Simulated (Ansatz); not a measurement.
## Sensitivity of the G0W0 gap of ZnSnN2 (Pna2_1)

A base run on ZnSnN2 (Pna2_1), then changed inputs.

Calculated with Ansatz 0.2.0; G0W0 on PBE, plane waves, PAW; PAW set soft_1.

### Step 1. Starting point

It takes space group Pna2_1 (No. 33, orthorhombic). The conventional cell has a = 5.854 Å, b = 6.737 Å, c = 5.481 Å, α = 90.00°, β = 90.00°, γ = 90.00°. Nearest to Zn lie 4 N at 2.05 to 2.07 Å. Nearest to Sn lie 4 N at 2.06 to 2.08 Å. Nearest to N lie 2 Zn at 2.05 to 2.07 Å and 2 Sn at 2.07 to 2.08 Å. Nearest to N lie 2 Zn at 2.05 Å and 2 Sn at 2.06 to 2.07 Å. Farther neighbours and most contacts between anions are not listed.

As a file:

```xyz
16
Lattice="5.8543 0.0000 0.0000 0.0000 6.7375 0.0000 0.0000 0.0000 5.4806" Properties=species:S:1:pos:R:3 pbc="T T T"
Zn    3.4134    5.8949    5.4741
Zn    2.4409    0.8426    2.7338
Zn    5.3680    2.5262    2.7338
Zn    0.4863    4.2113    5.4741
Sn    3.4447    2.5270    5.4766
Sn    2.4096    4.2105    2.7363
Sn    5.3368    5.8957    2.7363
Sn    0.5175    0.8418    5.4766
N     3.4095    2.5223    2.0736
N     2.4448    4.2152    4.8139
N     5.3719    5.8910    4.8139
N     0.4824    0.8464    2.0736
N     3.3938    5.9006    2.0473
N     2.4605    0.8369    4.7876
N     5.3876    2.5318    4.7876
N     0.4667    4.2056    2.0473
```

The cell and positions are those that the Materials Project relaxed with its own functionals (PBE, PBE+U or r2SCAN), kept fixed.

### Step 2. The base run: 2×2×2 mesh, 490 empty bands, screening to 100 eV, PAW set soft_1 files

Now the one-shot GW correction: screening in the RPA, then the self-energy of the levels asked for. This step takes PAW set soft_1 files.

input.yaml reads:

```yaml
crystal:
  lattice:
    - [5.8542731, 0.0, 0.0]
    - [0.0, 6.7374542, 0.0]
    - [0.0, 0.0, 5.48058331]
  atoms:
    - { symbol: Zn, position: [0.58306262, 0.87494525, 0.99881237] }
    - { symbol: Zn, position: [0.41693738, 0.12505475, 0.49881237] }
    - { symbol: Zn, position: [0.91693738, 0.37494525, 0.49881237] }
    - { symbol: Zn, position: [0.08306262, 0.62505475, 0.99881237] }
    - { symbol: Sn, position: [0.58840042, 0.37506264, 0.9992746] }
    - { symbol: Sn, position: [0.41159958, 0.62493736, 0.4992746] }
    - { symbol: Sn, position: [0.91159958, 0.87506264, 0.4992746] }
    - { symbol: Sn, position: [0.08840042, 0.12493736, 0.9992746] }
    - { symbol: "N", position: [0.58239595, 0.37436694, 0.37835473] }
    - { symbol: "N", position: [0.41760405, 0.62563306, 0.87835473] }
    - { symbol: "N", position: [0.91760405, 0.87436694, 0.87835473] }
    - { symbol: "N", position: [0.08239595, 0.12563306, 0.37835473] }
    - { symbol: "N", position: [0.57971582, 0.87578583, 0.37355931] }
    - { symbol: "N", position: [0.42028418, 0.12421417, 0.87355931] }
    - { symbol: "N", position: [0.92028418, 0.37578583, 0.87355931] }
    - { symbol: "N", position: [0.07971582, 0.62421417, 0.37355931] }
kpoints:
  mp_grid: { grid: [2, 2, 2] }
hamiltonian:
  xc: pbe
  pseudopotentials: { kind: paw, azcp: { folder: soft_1 } }
scf:
  occupations: { method: fixed }
gw:
  n_empty_bands: 490
  ecut_chi: 100
  qp_bands: [v4, c4]
  qp_kpoints: band_edges
  screening: { model: contour_deformation }
```

On the command line:

```console
> ansatz run input.yaml --threads 2 --pin off --max-ram 92160MiB --backend cuda --events-out ev --progress --plain --runs-dir out --devices 1 --max-vram 13GiB
```

Numbers of over 12 decimals in the logs are rounded to 6 here.

The log of the run:

```text
GPUs: using 1 of 1 available (devices: 1).
Engine: ansatz 0.2.0, x86_64-unknown-linux-gnu
Pseudopotentials: kind: paw
Pseudopotential: Zn, paw, valence charge 12, recommended cutoff 420 eV (normal), soft_1/Zn.paw.azcp
Pseudopotential: Sn, paw, valence charge 14, recommended cutoff 420 eV (normal), soft_1/Sn.paw.azcp
Pseudopotential: N, paw, valence charge 5, recommended cutoff 420 eV (normal), soft_1/N.paw.azcp
Functional definition: PBE
  parameter kappa = 0.804
  parameter beta = 0.066725
  exchange = pbe_x(kappa = kappa, mu = beta*pi^2/3)
  correlation = pbe_c(beta = beta)
device memory: the entry about to start is reckoned to put 3.0 GiB on a device that reports 48.9 GiB free (of which the cap on the GPU budget leaves the run 13.0 GiB)
GPU FFT provider: cuFFT
GPU libraries: cuBLAS 13.8.2, cuFFT 12.4.0, cuSOLVER 12.3.4
Crystal: 16 atoms, lattice volume = 216.170 Å³
Basis set: ecut = 420 eV, 4231 PW (Γ)
Bands: 88, of which v1, the nominal top of the filled ones, is band 72 counted from 1 (71 counted from 0)
Symmetry: 4 space group operations
Space group: Pna21 (ITA 33), of the structure as read, at distance tolerance 6.0e-5 Å
k-points: 8
Non-local potential: Zn, projectors of the file, l = 0: 2, l = 1: 2, l = 2: 3, l = 3: 1
Non-local potential: Sn, projectors of the file, l = 0: 2, l = 1: 2, l = 2: 2, l = 3: 1
Non-local potential: N, projectors of the file, l = 0: 2, l = 1: 2, l = 2: 1
PAW form: soft (Blöchl's): semilocal exchange-correlation on the pseudo side does not see the compensation charge
PAW one-centre angular grid: Zn, 590 points (default); XC on 64 Gauss nodes
PAW one-centre angular grid: Sn, 590 points (default); XC on 64 Gauss nodes
PAW one-centre angular grid: N, 110 points (default); XC on 64 Gauss nodes
Initial density: superposition of atomic densities (chi_scale 0.1, normalization cell, long waves kept (reshape's long-wave potential 0.01 eV rms))
Initial wavefunctions: pseudopotential atomic-orbital guess
GPU buffer pool allocated for 76800 grid points (all kernels)
GPU transforms: local potential and band sums: pruned to the plane-wave sphere, on 40×45×40
Functional: x = pbe(κ = 0.804, μ = 0.219515), c = pbe(β = 0.066725)
SCF iter   1: F=—  HF=-40449.230770 eV  |F-HF|=—  |Δ(HF+E_count)|=         —  Δρ=8.78e-2  dr2=1.99e1  ethr=3.10e-3  ⟨swp⟩=4.5  Hψ=2674  notcnv=0  defer=102
preconditioner: auto → Resta (q_TF=auto, 2.550 Å⁻¹)  ε∞=4.8  [insulator: Δε(μ)=1.084 eV  Ē_g=15.534 eV  n_scr=64 (ndim 8)  ℏωp=30.3 eV  f_vac=0.000  ε∞_Penn≈4.8]
SCF iter   2: F=—  HF=-40444.286905 eV  |F-HF|=—  |Δ(HF+E_count)|=    4.94e0  Δρ=3.27e-2  dr2=1.54e0  ethr=3.10e-3  ⟨swp⟩=3.0  Hψ=1357  notcnv=0  defer=108
[...]
NSCF: frozen V_eff on 8 k-points
G₀W₀ screening: q 1/8
[... further progress lines ...]
SCF converged after 11 iterations
Free energy (F): -40444.011378 eV
Harris-Foulkes:  -40444.011378 eV  (|F-HF|=1.50e-8)
Internal energy: -40444.011378 eV  (E = F + TS)
E sigma→0 (E₀):  -40444.011378 eV
Fermi energy:    9.822222 eV
--- Per-component energies (eV) ---
  E_band       = -0.301119
  E_kinetic    = 2284.990651
  E_local      = -12747.386280  (includes V_loc(G=0)·N_el)
  E_nonlocal   = 4152.567341
  E_hartree    = 5293.082478
  E_xc         = -1287.051217
  E_vxc        = -1121.395819  (∫ρ·V_xc dr)
  E_paw        = -26106.338726  (= ΣΔE_a)
  E_vpaw       = -3155.243435  (= ΣTr[D̂ρ^β])
  E_aug_tail   = 0.007052  (compensation charges beyond the density's cutoff)
  E_ewald      = -12033.882677
  E_smearing   = -0.000000  (= −TS)
  E_closure    = 0.000000  (closes the sum)
  Σ components = -40444.011378   (vs F -40444.011378, Δ=0.00e0)
--- Band table (eV; the first three rows and the last of 8) ---
  k-point 0: bands = [... 68 lower, 9.0420, 9.7442, 9.7837, 9.8222, 10.0184, 12.6149, 13.5027, 14.1126, ... 12 higher]
  k-point 1: bands = [... 68 lower, 9.3442, 9.3442, 9.3767, 9.3767, 12.3662, 12.3662, 13.2092, 13.2092, ... 12 higher]
  k-point 2: bands = [... 68 lower, 9.2434, 9.2434, 9.4091, 9.4091, 12.1356, 12.1356, 14.4273, 14.4273, ... 12 higher]
  k-point 7: bands = [... 68 lower, 8.4765, 8.4765, 8.6666, 8.6666, 13.4884, 13.4884, 13.5177, 13.5177, ... 12 higher]
--- G₀W₀: contour deformation, 8 samples at zero and on the imaginary axis and 1 off it, 8 q-points, 490 empty bands' worth ---
  eigenvalues of the whole cell's RPA ε∞ on this k-mesh (on a slab, of 1 + 4πα/V) = 547.6197, 739.6350, 1176.3965; static W/v taken at q = 0 is 0.001285
  bands read: the sum over 562 bands ends inside a degenerate multiplet in 1 slot, whose members it reads at an even weight; the widest, k=5: bands 561 to 564 (counted from 1) at 2/4 each
  gw.qp_kpoints: band_edges: 8 of 8 stored k-points solved, in 1 pass; an edge of the gap read off the rows below is read off those points alone
    ik  band        ε_KS         Σx   Σc(E_QP)       V_xc       Z   E_QP_lin       E_QP  E_QP is
     0    69      9.0420   -25.6174     4.2682   -20.9907  0.7092     8.6790     8.6835  root
     0    70      9.7442   -25.3072     3.7072   -21.4166  0.7140     9.5593     9.5608  root
     0    71      9.7837   -25.8560     3.8051   -21.8521  0.7141     9.5835     9.5850  root
     0    72      9.8222   -25.7375     3.7390   -21.8120  0.7145     9.6341     9.6357  root
     0    73     10.0184   -11.4887    -3.5309   -15.3160  0.7473    10.3169    10.3148  root
     0    74     12.6149   -10.6754    -4.4501   -15.5838  0.7490    13.0805    13.0733  root
     0    75     13.5027   -11.4241    -4.6264   -16.6426  0.7322    14.1080    14.0947  root
     0    76     14.1126    -9.5136    -4.4720   -14.2288  0.7535    14.3576    14.3558  root
[...]
7    73     13.4884   -11.2254    -4.4849   -16.2111  0.7346    13.9984    13.9891  root
     7    74     13.4884   -11.2254    -4.4849   -16.2111  0.7346    13.9984    13.9891  root
     7    75     13.5177   -11.0193    -4.4453   -15.9415  0.7348    14.0027    13.9946  root
     7    76     13.5177   -11.0193    -4.4453   -15.9415  0.7348    14.0027    13.9946  root
```

Elapsed: 19 s, on 1 × NVIDIA H100 80GB HBM3 (shared by 6 runs) with 2 threads of AMD EPYC 7R13 (Zen 3), shared host; peak memory 1.9 GiB; 22 s of CPU time.

Reading the cycles: dr2 is the Hartree energy of the density residual (eV), the measure of convergence; HF is the Harris–Foulkes estimate of the energy, which meets the free energy F at convergence.

Numbers from this step:

* bands summed: 562
* RPA ε∞ on this mesh (eigenvalues): 547.6, 739.6, 1176
* plane waves in the screening matrix: 495
* q-points in the mesh: 8
* G0W0 gap on the mesh: 0.6791 eV
* k of the valence top: 0, 0, 0
* k of the conduction bottom: 0, 0, 0
* starting gap on the mesh: 0.1962 eV
* Z at the valence top: 0.7145
* Z at the conduction bottom: 0.7473
* least direct G0W0 gap on the computed points: 0.6791 eV

The gap on the mesh goes from 0.20 eV to 0.68 eV, a correction of +0.48 eV. Between the two edge states, bare exchange in place of the xc potential would open the gap by 7.75 eV, and correlation takes back 7.27 eV.

### Step 3. Variant: potentials

Other atomic data (norm-conserving) test the pseudisation: the cutoff goes from 420 to 1240 eV and the valence electrons from 144 to 176, which opens shells that were frozen.

This step: G0W0 on PBE, plane waves, norm-conserving pseudopotentials.

Changes to input.yaml since step 2:

```diff
@@ -26,3 +26,3 @@
   xc: pbe
-  pseudopotentials: { kind: paw, azcp: { folder: soft_1 } }
+  pseudopotentials: { kind: nc }
 scf:
```

The log of the run:

```text
GPUs: using 1 of 1 available (devices: 1).
[...]
GPU FFT provider: cuFFT
GPU libraries: cuBLAS 13.8.2, cuFFT 12.4.0, cuSOLVER 12.3.4
Crystal: 16 atoms, lattice volume = 216.170 Å³
Basis set: ecut = 1240 eV, 21389 PW (Γ)
Bands: 106, of which v1, the nominal top of the filled ones, is band 88 counted from 1 (87 counted from 0)
Symmetry: 4 space group operations
[...]
k-points: 8
[...]
GPU buffer pool allocated for 368640 grid points (all kernels)
[...]
SCF iter   1: F=—  HF=-33943.846837 eV  |F-HF|=—  |Δ(HF+E_count)|=         —  Δρ=1.01e-1  dr2=2.37e1  ethr=3.10e-3  ⟨swp⟩=7.2  Hψ=3987  notcnv=0  defer=120
[...]
SCF iter  11: F=-33936.940013 eV  HF=-33936.940013 eV  |F-HF|=4.50e-8  |Δ(HF+E_count)|=   2.33e-7  Δρ=8.37e-6  dr2=5.55e-8  ethr=5.68e-11  ⟨swp⟩=27.0  Hψ=8801  notcnv=0
SCF 1 converged in 11 iterations: F = -33936.940013 eV  dr2 = 5.55e-8
[...]
0    85     10.2118   -25.5888     4.2811   -20.9664  0.7091     9.8661     9.8706  root
     0    86     10.9130   -25.3030     3.7242   -21.4074  0.7133    10.7404    10.7416  root
     0    87     10.9509   -25.8271     3.8172   -21.8250  0.7135    10.7645    10.7660  root
     0    88     10.9897   -25.7087     3.7505   -21.7851  0.7139    10.8155    10.8167  root
     0    89     11.1955   -11.4582    -3.5473   -15.3021  0.7466    11.4942    11.4922  root
     0    90     13.7882   -10.6634    -4.4597   -15.5821  0.7483    14.2548    14.2472  root
     0    91     14.6752   -11.4160    -4.6367   -16.6462  0.7308    15.2830    15.2688  root
     0    92     15.2837    -9.4774    -4.4778   -14.2052  0.7525    15.5356    15.5337  root
[...]
7    89     14.6605   -11.2159    -4.4917   -16.2114  0.7344    15.1743    15.1643  root
     7    90     14.6605   -11.2159    -4.4917   -16.2114  0.7344    15.1743    15.1643  root
     7    91     14.6903   -11.0065    -4.4528   -15.9400  0.7344    15.1798    15.1710  root
     7    92     14.6903   -11.0065    -4.4528   -15.9400  0.7344    15.1798    15.1710  root
[key lines of the parts left out:]
SCF converged after 11 iterations
Free energy (F): -33936.940013 eV
Fermi energy:    10.989743 eV
```

Elapsed: 39 s, on 1 × NVIDIA H100 80GB HBM3 (shared by 6 runs) with 2 threads; peak memory 3.7 GiB.

The G0W0 gap on the mesh is 0.675 eV.

Against the base:

```csv
setting,base,variant
files,PAW set soft_1,norm-conserving
```

```csv
quantity,variant,base
starting gap on the mesh,0.206,0.196
G0W0 gap on the mesh,0.675,0.679
least direct G0W0 gap on the computed points,0.675,0.679
Z at the valence top,0.714,0.715
Z at the conduction bottom,0.747,0.747
```

### Step 4. Variant: potentials

This step: G0W0 on PBE, plane waves, PAW.

Changes to input.yaml since step 3:

```diff
@@ -26,3 +26,3 @@
   xc: pbe
-  pseudopotentials: { kind: nc }
+  pseudopotentials: { kind: paw, source: ansatz }
 scf:
```

The log of the run:

```text
GPUs: using 1 of 1 available (devices: 1).
[...]
GPU FFT provider: cuFFT
GPU libraries: cuBLAS 13.8.2, cuFFT 12.4.0, cuSOLVER 12.3.4
Crystal: 16 atoms, lattice volume = 216.170 Å³
Basis set: ecut = 870 eV, 12571 PW (Γ)
Bands: 125, of which v1, the nominal top of the filled ones, is band 104 counted from 1 (103 counted from 0)
Symmetry: 4 space group operations
[...]
k-points: 8
[...]
GPU buffer pool allocated for 233280 grid points (all kernels)
[...]
SCF iter   1: F=—  HF=-71910.244884 eV  |F-HF|=—  |Δ(HF+E_count)|=         —  Δρ=9.95e-2  dr2=2.25e1  ethr=3.10e-3  ⟨swp⟩=4.8  Hψ=2912  notcnv=0  defer=146
[...]
SCF iter  11: F=-71904.383785 eV  HF=-71904.383785 eV  |F-HF|=6.15e-8  |Δ(HF+E_count)|=   3.03e-7  Δρ=7.10e-6  dr2=8.40e-8  ethr=4.81e-11  ⟨swp⟩=10.1  Hψ=4076  notcnv=0
SCF 1 converged in 11 iterations: F = -71904.383785 eV  dr2 = 8.40e-8
[...]
0   101     10.8765   -25.6158     4.2884   -20.9914  0.7086    10.5362    10.5405  root
     0   102     11.5776   -25.3192     3.7335   -21.4237  0.7129    11.4145    11.4155  root
     0   103     11.6163   -25.8456     3.8275   -21.8436  0.7131    11.4406    11.4418  root
     0   104     11.6551   -25.7299     3.7613   -21.8055  0.7135    11.4909    11.4919  root
     0   105     11.8641   -11.4444    -3.5480   -15.2900  0.7461    12.1638    12.1617  root
     0   106     14.4574   -10.6583    -4.4555   -15.5738  0.7476    14.9251    14.9173  root
     0   107     15.3444   -11.4097    -4.6351   -16.6386  0.7304    15.9527    15.9382  root
     0   108     15.9495    -9.4976    -4.4674   -14.2136  0.7520    16.2000    16.1981  root
[...]
7   105     15.3292   -11.2105    -4.4893   -16.2036  0.7337    15.8429    15.8329  root
     7   106     15.3292   -11.2105    -4.4893   -16.2036  0.7337    15.8429    15.8329  root
     7   107     15.3582   -11.0036    -4.4488   -15.9324  0.7340    15.8471    15.8382  root
     7   108     15.3582   -11.0036    -4.4488   -15.9324  0.7340    15.8471    15.8382  root
[key lines of the parts left out:]
SCF converged after 11 iterations
Free energy (F): -71904.383785 eV
Fermi energy:    11.655066 eV
```

Elapsed: 59 s, on 1 × NVIDIA H100 80GB HBM3 (shared by 6 runs) with 2 threads; peak memory 2.9 GiB.

The G0W0 gap on the mesh is 0.670 eV.

Against the base:

```
setting            base   variant
  files  PAW set soft_1  hard PAW
```

| quantity | variant | base |
| --- | --- | --- |
| starting gap on the mesh | 0.209 | 0.196 |
| G0W0 gap on the mesh | 0.670 | 0.679 |
| least direct G0W0 gap on the computed points | 0.670 | 0.679 |
| Z at the valence top | 0.714 | 0.715 |
| Z at the conduction bottom | 0.746 | 0.747 |

### Step 5. Variant: frequency model

A plasmon pole stands in for the full frequency dependence of the screening; this run shows what that costs in accuracy.

This step: G0W0 on PBE, plane waves, PAW; PAW set soft_1.

Changes to input.yaml since step 4:

```diff
@@ -26,3 +26,3 @@
   xc: pbe
-  pseudopotentials: { kind: paw, source: ansatz }
+  pseudopotentials: { kind: paw, azcp: { folder: soft_1 } }
 scf:
@@ -34,2 +34,2 @@
   qp_kpoints: band_edges
-  screening: { model: contour_deformation }
+  screening: { model: godby_needs }
```

The log of the run:

```text
GPUs: using 1 of 1 available (devices: 1).
[...]
GPU FFT provider: cuFFT
GPU libraries: cuBLAS 13.8.2, cuFFT 12.4.0, cuSOLVER 12.3.4
Crystal: 16 atoms, lattice volume = 216.170 Å³
Basis set: ecut = 420 eV, 4231 PW (Γ)
Bands: 88, of which v1, the nominal top of the filled ones, is band 72 counted from 1 (71 counted from 0)
Symmetry: 4 space group operations
[...]
k-points: 8
[...]
GPU buffer pool allocated for 76800 grid points (all kernels)
[...]
SCF iter   1: F=—  HF=-40449.230770 eV  |F-HF|=—  |Δ(HF+E_count)|=         —  Δρ=8.78e-2  dr2=1.99e1  ethr=3.10e-3  ⟨swp⟩=4.5  Hψ=2674  notcnv=0  defer=102
[...]
SCF iter  11: F=-40444.011378 eV  HF=-40444.011378 eV  |F-HF|=1.50e-8  |Δ(HF+E_count)|=   3.57e-7  Δρ=3.38e-6  dr2=1.88e-8  ethr=6.94e-11  ⟨swp⟩=12.2  Hψ=2995  notcnv=0
SCF 1 converged in 11 iterations: F = -40444.011378 eV  dr2 = 1.88e-8
[...]
0    69      9.0420   -25.6174     4.2662   -20.9907  0.7736     8.6807     8.6815  root
     0    70      9.7442   -25.3072     3.7384   -21.4166  0.7736     9.5919     9.5921  root
     0    71      9.7837   -25.8560     3.8369   -21.8521  0.7733     9.6166     9.6168  root
     0    72      9.8222   -25.7375     3.7729   -21.8120  0.7733     9.6695     9.6696  root
     0    73     10.0184   -11.4887    -3.4906   -15.3160  0.8020    10.3557    10.3552  root
     0    74     12.6149   -10.6754    -4.3879   -15.5838  0.8053    13.1368    13.1354  root
     0    75     13.5027   -11.4241    -4.5191   -16.6426  0.7938    14.2048    14.2021  root
     0    76     14.1126    -9.5136    -4.4510   -14.2288  0.8128    14.3772    14.3768  root
[...]
7    73     13.4884   -11.2254    -4.3977   -16.2111  0.7958    14.0782    14.0764  root
     7    74     13.4884   -11.2254    -4.3977   -16.2111  0.7958    14.0782    14.0764  root
     7    75     13.5177   -11.0193    -4.3671   -15.9415  0.7962    14.0745    14.0728  root
     7    76     13.5177   -11.0193    -4.3671   -15.9415  0.7962    14.0745    14.0728  root
[key lines of the parts left out:]
SCF converged after 11 iterations
Free energy (F): -40444.011378 eV
Fermi energy:    9.822222 eV
```

It took 30 s on 1 × NVIDIA H100 80GB HBM3 (shared by 6 runs) with 2 threads; peak memory 1.9 GiB; 43 s of CPU time.

The G0W0 gap on the mesh is 0.686 eV.

Against the base:

```
        setting                 base       variant
frequency model  contour deformation  plasmon pole
```

```
                                    quantity  variant   base
                    starting gap on the mesh    0.196  0.196
                        G0W0 gap on the mesh    0.686  0.679
least direct G0W0 gap on the computed points    0.686  0.679
                        Z at the valence top    0.773  0.715
                  Z at the conduction bottom    0.802  0.747
```

### Step 6. Outcome

```yaml
base: 0.68 eV, 19 s
potentials: 0.68 eV, 39 s
potentials: 0.67 eV, 59 s
frequency_model: 0.69 eV, 30 s
```

Potentials: the gap moves by −0.004 eV and the time by a factor of 2.0 (the plane-wave cutoff goes from 420 to 1240 eV). Potentials: the gap moves by −0.01 eV and the time by a factor of 3.1 (the plane-wave cutoff goes from 420 to 870 eV). Frequency model: the gap moves by +0.01 eV. All runs here use a coarse mesh and modest cutoffs; they test settings and are not final values. The 2×2×2 mesh is coarse for this cell (its supercell is 11 Å along the shortest edge). The RPA ε∞ on it, from the PBE start, is 547.62, 739.64 and 1176.40; such meshes misread the long-range screening, most where the gap is narrow. On this mesh the RPA ε∞ passes 90, more than nearly any semiconductor shows; a coarse mesh does this where one point with a narrow direct gap carries much weight. The screening is then too strong, and the G0W0 gap should not be taken as the material's. A d shell, filled or nearly so, lies near the gap. One-shot GW converges very slowly in bands there, not always from below, and on a semilocal start the gap tends to come out low; starts rich in exact exchange can overshoot instead. The many-body steps are scalar-relativistic: spin-orbit coupling is not in them.

[Paths, hosts, dates, memory and timing lines, banners, echoed tables and standing remarks are left out of the program output.]

[Logs are printed without paths, hosts, clocks, repeated set-up lines and the standing remarks that a program may print on its own settings, such as how far it seeks lower states.]

[Runs of the session that timed out or met a known fault of the program may be left out.]

[Cells called generated may have been cut or substituted from an entry of the Crystallography Open Database or the Materials Project.]

[Hosts, paths, dates, database ids (printed as entryN), source tags and the programs' standing remarks are cut or masked in the printed files.]
